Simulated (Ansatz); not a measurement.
# Moving the knobs of a GW run on LiGeN (P6_3mc)

A base run on LiGeN (P6_3mc), then changed inputs.

Method: G0W0 on PBE, plane waves, norm-conserving pseudopotentials, in Ansatz 0.2.0.

### 1. The structure

The structure is hexagonal, space group P6_3mc (No. 186). Conventional cell: a = 3.012 Å, b = 3.012 Å, c = 9.419 Å, α = 90.00°, β = 90.00°, γ = 120.00°. Nearest to Li lie 3 N at 2.18 Å. Ge has 3 N at 2.00 Å nearest. Nearest to N lie 3 Ge at 2.00 Å and 3 Li at 2.18 Å. Farther neighbours and most contacts between anions are not listed.

The cell and positions are those that the Materials Project relaxed with its own functionals (PBE, PBE+U or r2SCAN), kept fixed.

### 2. The base run: 6×6×2 mesh, 168 empty bands, screening to 100 eV, norm-conserving files

Now the one-shot GW correction: screening in the RPA, then the self-energy of the levels asked for. This step takes norm-conserving files.

The input, input.yaml:

```yaml
crystal:
  lattice:
    - [3.0124085355, 0.0, 0.0]
    - [-1.5062042677, 2.6088223183, 0.0]
    - [0.0, 0.0, 9.419459]
  atoms:
    - { symbol: Li, position: [0.66666667, 0.33333333, 0.743392] }
    - { symbol: Li, position: [0.33333333, 0.66666667, 0.243392] }
    - { symbol: Ge, position: [0.0, 0.0, 0.498023] }
    - { symbol: Ge, position: [0.0, 0.0, 0.998023] }
    - { symbol: "N", position: [0.33333333, 0.66666667, 0.603223] }
    - { symbol: "N", position: [0.66666667, 0.33333333, 0.103223] }
kpoints:
  mp_grid: { grid: [6, 6, 2] }
hamiltonian:
  xc: pbe
  pseudopotentials: { kind: nc }
scf:
  occupations: { method: fixed }
gw:
  n_empty_bands: 168
  ecut_chi: 100
  qp_bands: [v2, c2]
  qp_kpoints: band_edges
  screening: { model: contour_deformation }
```

Run with:

```
ansatz run input.yaml --threads 2 --pin off --max-ram 92160MiB --backend cuda --events-out ev --progress --plain --runs-dir out --devices 1 --max-vram 13GiB
```

Numbers of over 12 decimals in the logs are rounded to 6 here.

The log of the run:

```text
GPUs: using 1 of 1 available (devices: 1).
Engine: ansatz 0.2.0, x86_64-unknown-linux-gnu
Pseudopotentials: kind: nc
Pseudopotential: Li, nc, valence charge 3, recommended cutoff 1034.032677 eV (normal), Li.nc.azcp
Pseudopotential: Ge, nc, valence charge 14, recommended cutoff 1061.244064 eV (normal), Ge.nc.azcp
Pseudopotential: N, nc, valence charge 5, recommended cutoff 1240 eV (normal), N.nc.azcp
Functional definition: PBE
  parameter kappa = 0.804
  parameter beta = 0.066725
  exchange = pbe_x(kappa = kappa, mu = beta*pi^2/3)
  correlation = pbe_c(beta = beta)
device memory: the entry about to start is reckoned to put 2.0 GiB on a device that reports 61.0 GiB free (of which the cap on the GPU budget leaves the run 13.0 GiB)
GPU FFT provider: cuFFT
GPU libraries: cuBLAS 13.8.2, cuFFT 12.4.0, cuSOLVER 12.3.4
Crystal: 6 atoms, lattice volume = 74.026 Å³
Basis set: ecut = 1240 eV, 7345 PW (Γ)
Bands: 28, of which v1, the nominal top of the filled ones, is band 22 counted from 1 (21 counted from 0)
Symmetry: 12 space group operations
Space group: P63mc (ITA 186), of the structure as read, at distance tolerance 4.2e-5 Å
k-points: 14 of 72
Non-local potential: Li, projectors of the file, l = 0: 2, l = 1: 2
Non-local potential: Ge, projectors of the file, l = 0: 2, l = 1: 2, l = 2: 2
Non-local potential: N, projectors of the file, l = 0: 2, l = 1: 2
Initial density: superposition of atomic densities (chi_scale 0.1, normalization cell, long waves kept (reshape's long-wave potential 0.12 eV rms))
Initial wavefunctions: pseudopotential atomic-orbital guess
GPU buffer pool allocated for 155520 grid points (all kernels)
GPU transforms: local potential and band sums: pruned to the plane-wave sphere, on 36×36×120
Functional: x = pbe(κ = 0.804, μ = 0.219515), c = pbe(β = 0.066725)
SCF iter   1: F=—  HF=-5846.451419 eV  |F-HF|=—  |Δ(HF+E_count)|=         —  Δρ=6.14e-2  dr2=3.00e0  ethr=3.10e-3  ⟨swp⟩=4.1  Hψ=1420  notcnv=0  defer=55
preconditioner: auto → Resta (q_TF=auto, 2.502 Å⁻¹)  ε∞=2.8  [insulator: Δε(μ)=1.722 eV  Ē_g=20.081 eV  n_scr=24 (ndim 8)  ℏωp=27.3 eV  f_vac=0.000  ε∞_Penn≈2.8]
SCF iter   2: F=—  HF=-5845.740732 eV  |F-HF|=—  |Δ(HF+E_count)|=   7.11e-1  Δρ=2.77e-2  dr2=4.53e-1  ethr=3.10e-3  ⟨swp⟩=2.9  Hψ=704  notcnv=0  defer=55
SCF iter   3: F=—  HF=-5845.669941 eV  |F-HF|=—  |Δ(HF+E_count)|=   7.08e-2  Δρ=1.27e-2  dr2=1.04e-1  ethr=1.03e-3  ⟨swp⟩=2.7  Hψ=575  notcnv=0  defer=56
SCF iter   4: F=—  HF=-5845.661499 eV  |F-HF|=—  |Δ(HF+E_count)|=   8.44e-3  Δρ=2.52e-3  dr2=3.87e-3  ethr=2.36e-4  ⟨swp⟩=2.9  Hψ=685  notcnv=0  defer=56
SCF iter   5: F=—  HF=-5845.662833 eV  |F-HF|=—  |Δ(HF+E_count)|=   1.33e-3  Δρ=6.09e-4  dr2=1.95e-4  ethr=8.79e-6  ⟨swp⟩=2.7  Hψ=630  notcnv=0  defer=56
[...]
E_band       = -421.827393
  E_kinetic    = 4346.425840
  E_local      = -5236.130008  (includes V_loc(G=0)·N_el)
  E_nonlocal   = -2195.120674
  E_hartree    = 1882.694729
  E_xc         = -1475.533677
  E_vxc        = -1102.391723  (∫ρ·V_xc dr)
  E_ewald      = -3167.999191
  E_smearing   = -0.000000  (= −TS)
  E_closure    = 0.000000  (closes the sum)
  Σ components = -5845.662981   (vs F -5845.662981, Δ=0.00e0)
--- Band table (eV; the first three rows and the last of 14) ---
  k-point 0: bands = [... 18 lower, 7.0620, 7.0628, 7.0628, 7.8722, 10.7269, 11.6796, 15.3589, 15.7746, ... 2 higher]
  k-point 1: bands = [... 18 lower, 7.0624, 7.0624, 7.0624, 7.0624, 11.3456, 11.3456, 15.5660, 15.5660, ... 2 higher]
  k-point 2: bands = [... 18 lower, 6.1446, 6.5909, 6.6168, 8.0878, 11.7893, 12.8984, 14.1647, 14.4116, ... 2 higher]
  k-point 13: bands = [... 18 lower, 5.0680, 5.0680, 7.3852, 7.3852, 10.5902, 10.5902, 12.5765, 12.5765, ... 2 higher]
--- G₀W₀: contour deformation, 7 samples at zero and on the imaginary axis and 1 off it, 72 q-points, 168 empty bands' worth ---
  eigenvalues of the whole cell's RPA ε∞ on this k-mesh (on a slab, of 1 + 4πα/V) = 5.8121, 8.6222, 8.6222; static W/v taken at q = 0 is 0.128333
  bands read: the sum over 190 bands ends inside a degenerate multiplet in 1 slot, whose members it reads at an even weight; the widest, k=1: bands 189 to 192 (counted from 1) at 2/4 each
  gw.qp_kpoints: band_edges: 12 of 14 stored k-points solved, in 1 pass; an edge of the gap read off the rows below is read off those points alone
    valence top: of the k-points left out ik 5 came nearest to being solved in a further pass, in band 21 (counted from 1, as in the quasiparticle table): it holds the edge there only if its correction is more favourable than any solved in that band by at least 0.604 eV; those differ by 0.368 eV
    conduction bottom: of the k-points left out ik 11 came nearest to being solved in a further pass, in band 24 (counted from 1, as in the quasiparticle table): it holds the edge there only if its correction is more favourable than any solved in that band by at least 1.214 eV; those differ by 0.476 eV
    ik  band        ε_KS         Σx   Σc(E_QP)       V_xc       Z   E_QP_lin       E_QP  E_QP is
     0    21      7.0628   -21.6036     3.0628   -18.3545  0.7383     6.8760     6.8766  root
     0    22      7.8722   -18.4772     2.5393   -15.6226  0.7356     7.5549     7.5569  root
     0    23     10.7269    -9.8019    -3.9548   -14.2663  0.7815    11.2400    11.2365  root
     0    24     11.6796   -10.2330    -4.4274   -15.3533  0.7726    12.3807    12.3726  root
     1    21      7.0624   -21.6041     3.0625   -18.3556  0.7383     6.8759     6.8764  root
     1    22      7.0624   -21.6041     3.0625   -18.3556  0.7383     6.8759     6.8764  root
     1    23     11.3456   -10.3686    -4.1944   -15.1998  0.7736    11.9887    11.9824  root
     1    24     11.3456   -10.3686    -4.1944   -15.1998  0.7736    11.9887    11.9824  root
[...]
13    21      7.3852   -15.8501     1.6074   -13.7334  0.7561     6.8708     6.8758  root
    13    22      7.3852   -15.8501     1.6074   -13.7334  0.7561     6.8708     6.8758  root
    13    23     10.5902    -8.6217    -3.5608   -12.4733  0.7722    10.8823    10.8811  root
    13    24     10.5902    -8.6217    -3.5608   -12.4733  0.7722    10.8823    10.8811  root
[key lines of the parts left out:]
SCF converged after 8 iterations
Free energy (F): -5845.662981 eV
Fermi energy:    8.155016 eV
```

The job ended after 20 s (1 × NVIDIA H100 80GB HBM3 (shared by 6 runs) with 2 threads of AMD EPYC 7R13 (Zen 3), shared host; peak memory 1.5 GiB).

In the SCF lines HF is the Harris–Foulkes energy and dr2 the Hartree energy of the density residual, in eV; the loop may stop once dr2 is under the threshold and the program's other checks hold. Hψ counts applications of the Hamiltonian.

This step gave:

```
bands summed                                 : 190
RPA ε∞ on this mesh (eigenvalues)            : 5.812, 8.622, 8.622
plane waves in the screening matrix          : 177
q-points in the mesh                         : 72
G0W0 gap on the mesh                         : 2.057 eV
k of the valence top                         : 0.1667, 0.1667, 0
k of the conduction bottom                   : 0, -0.5, 0
starting gap on the mesh                     : 1.456 eV
Z at the valence top                         : 0.7438
Z at the conduction bottom                   : 0.7755
least direct G0W0 gap on the computed points : 3.222 eV
```

The gap on the mesh goes from 1.46 eV to 2.06 eV, a correction of +0.60 eV. Between the two edge states, bare exchange in place of the xc potential would open the gap by 6.01 eV, and correlation takes back 5.40 eV.

### 3. Variant: static remainder

input.yaml, as its differences from that of step 2:

```diff
@@ -20,3 +20,3 @@
 gw:
-  n_empty_bands: 168
+  n_empty_bands: 78
   ecut_chi: 100
@@ -25 +25,2 @@
   screening: { model: contour_deformation }
+  static_remainder: true
```

The log of the run:

```text
Warning: gw takes pair_densities: pseudo, which can misplace gaps by tens of per cent, since gw.static_remainder lacks the terms of the atoms
GPUs: using 1 of 1 available (devices: 1).
[...]
GPU FFT provider: cuFFT
GPU libraries: cuBLAS 13.8.2, cuFFT 12.4.0, cuSOLVER 12.3.4
Crystal: 6 atoms, lattice volume = 74.026 Å³
Basis set: ecut = 1240 eV, 7345 PW (Γ)
Bands: 28, of which v1, the nominal top of the filled ones, is band 22 counted from 1 (21 counted from 0)
[... 1 set-up line as in the run before ...]
[...]
k-points: 14 of 72
[...]
GPU buffer pool allocated for 155520 grid points (all kernels)
[...]
SCF iter   1: F=—  HF=-5846.451419 eV  |F-HF|=—  |Δ(HF+E_count)|=         —  Δρ=6.14e-2  dr2=3.00e0  ethr=3.10e-3  ⟨swp⟩=4.1  Hψ=1420  notcnv=0  defer=55
[...]
SCF iter   8: F=-5845.662981 eV  HF=-5845.662981 eV  |F-HF|=4.31e-9  |Δ(HF+E_count)|=   1.98e-7  Δρ=2.78e-6  dr2=5.08e-9  ethr=2.27e-10  ⟨swp⟩=9.9  Hψ=1509  notcnv=0
SCF 1 converged in 8 iterations: F = -5845.662981 eV  dr2 = 5.08e-9
[...]
NSCF: frozen V_eff on 14 k-points, pencils in batches of 32, up to order 112
[...]
NSCF: frozen V_eff on 14 k-points
G₀W₀ screening: q 1/14
[... further progress lines ...]
SCF converged after 8 iterations
Free energy (F): -5845.662981 eV
[...]
Internal energy: -5845.662981 eV  (E = F + TS)
E sigma→0 (E₀):  -5845.662981 eV
Fermi energy:    8.155016 eV
[...]
--- Band table (eV; the first three rows and the last of 14) ---
  k-point 0: bands = [... 18 lower, 7.0620, 7.0628, 7.0628, 7.8722, 10.7269, 11.6796, 15.3589, 15.7746, ... 2 higher]
  k-point 1: bands = [... 18 lower, 7.0624, 7.0624, 7.0624, 7.0624, 11.3456, 11.3456, 15.5660, 15.5660, ... 2 higher]
  k-point 2: bands = [... 18 lower, 6.1446, 6.5909, 6.6168, 8.0878, 11.7893, 12.8984, 14.1647, 14.4116, ... 2 higher]
  k-point 13: bands = [... 18 lower, 5.0680, 5.0680, 7.3852, 7.3852, 10.5902, 10.5902, 12.5765, 12.5765, ... 2 higher]
[...]
static-remainder magnitude (band-truncation diagnostic): 0.9002 eV
[...]
0    21      7.0628   -20.5235     2.7966   -17.3752  0.7396     6.7089     6.7111  root
     0    22      7.8722   -17.7897     2.4073   -14.8845  0.7368     7.3691     7.3743  root
     0    23     10.7269    -8.6574    -4.0081   -12.7604  0.7814    10.8219    10.8218  root
     0    24     11.6796    -9.1346    -4.4725   -13.8176  0.7728    11.8908    11.8902  root
     1    21      7.0624   -20.5207     2.7953   -17.3752  0.7396     6.7101     6.7122  root
     1    22      7.0624   -20.5207     2.7953   -17.3752  0.7396     6.7101     6.7122  root
     1    23     11.3456    -9.2512    -4.2519   -13.6802  0.7736    11.5231    11.5227  root
     1    24     11.3456    -9.2512    -4.2519   -13.6802  0.7736    11.5231    11.5227  root
[...]
13    21      7.3852   -15.3224     1.7699   -12.6481  0.7567     6.4632     6.4808  root
    13    22      7.3852   -15.3224     1.7699   -12.6481  0.7567     6.4632     6.4808  root
    13    23     10.5902    -7.7294    -3.6385   -11.5778  0.7739    10.8007    10.8001  root
    13    24     10.5902    -7.7294    -3.6385   -11.5778  0.7739    10.8007    10.8001  root
```

Run time: 22 s. Hardware: 1 × NVIDIA H100 80GB HBM3 (shared by 6 runs) with 2 threads; peak memory 1.3 GiB; 28 s of CPU time.

Against the base:

```tsv
setting	base	variant
empty bands	168	78
static remainder	-	true
```

```tsv
quantity	variant	base
starting gap on the mesh	1.456	1.456
G0W0 gap on the mesh	2.172	2.057
least direct G0W0 gap on the computed points	3.420	3.222
Z at the valence top	0.745	0.744
Z at the conduction bottom	0.777	0.776
```

### 4. Summary of results

| Property | Result |
| --- | --- |
| base | 2.06 eV, 20 s |
| static remainder | 2.17 eV, 22 s |

In words: Static remainder: the gap moves by +0.12 eV; such settings are too crude to quote. The variant differs from the base in empty bands and static remainder together, so the change can't be laid to one of them. This option needs pseudo pair densities, which the log warns can misplace gaps. All runs here use a coarse mesh and modest cutoffs; they test settings and are not final values. The many-body steps are scalar-relativistic: spin-orbit coupling is not in them.

[Paths, hosts, dates, memory and timing lines, banners, echoed tables and standing remarks are left out of the program output.]

[Logs are printed without paths, hosts, clocks, repeated set-up lines and the standing remarks that a program may print on its own settings, such as how far it seeks lower states.]

[Runs of the session that timed out or met a known fault of the program may be left out.]

[Cells called generated may have been cut or substituted from an entry of the Crystallography Open Database or the Materials Project.]

[Hosts, paths, dates, database ids (printed as entryN), source tags and the programs' standing remarks are cut or masked in the printed files.]
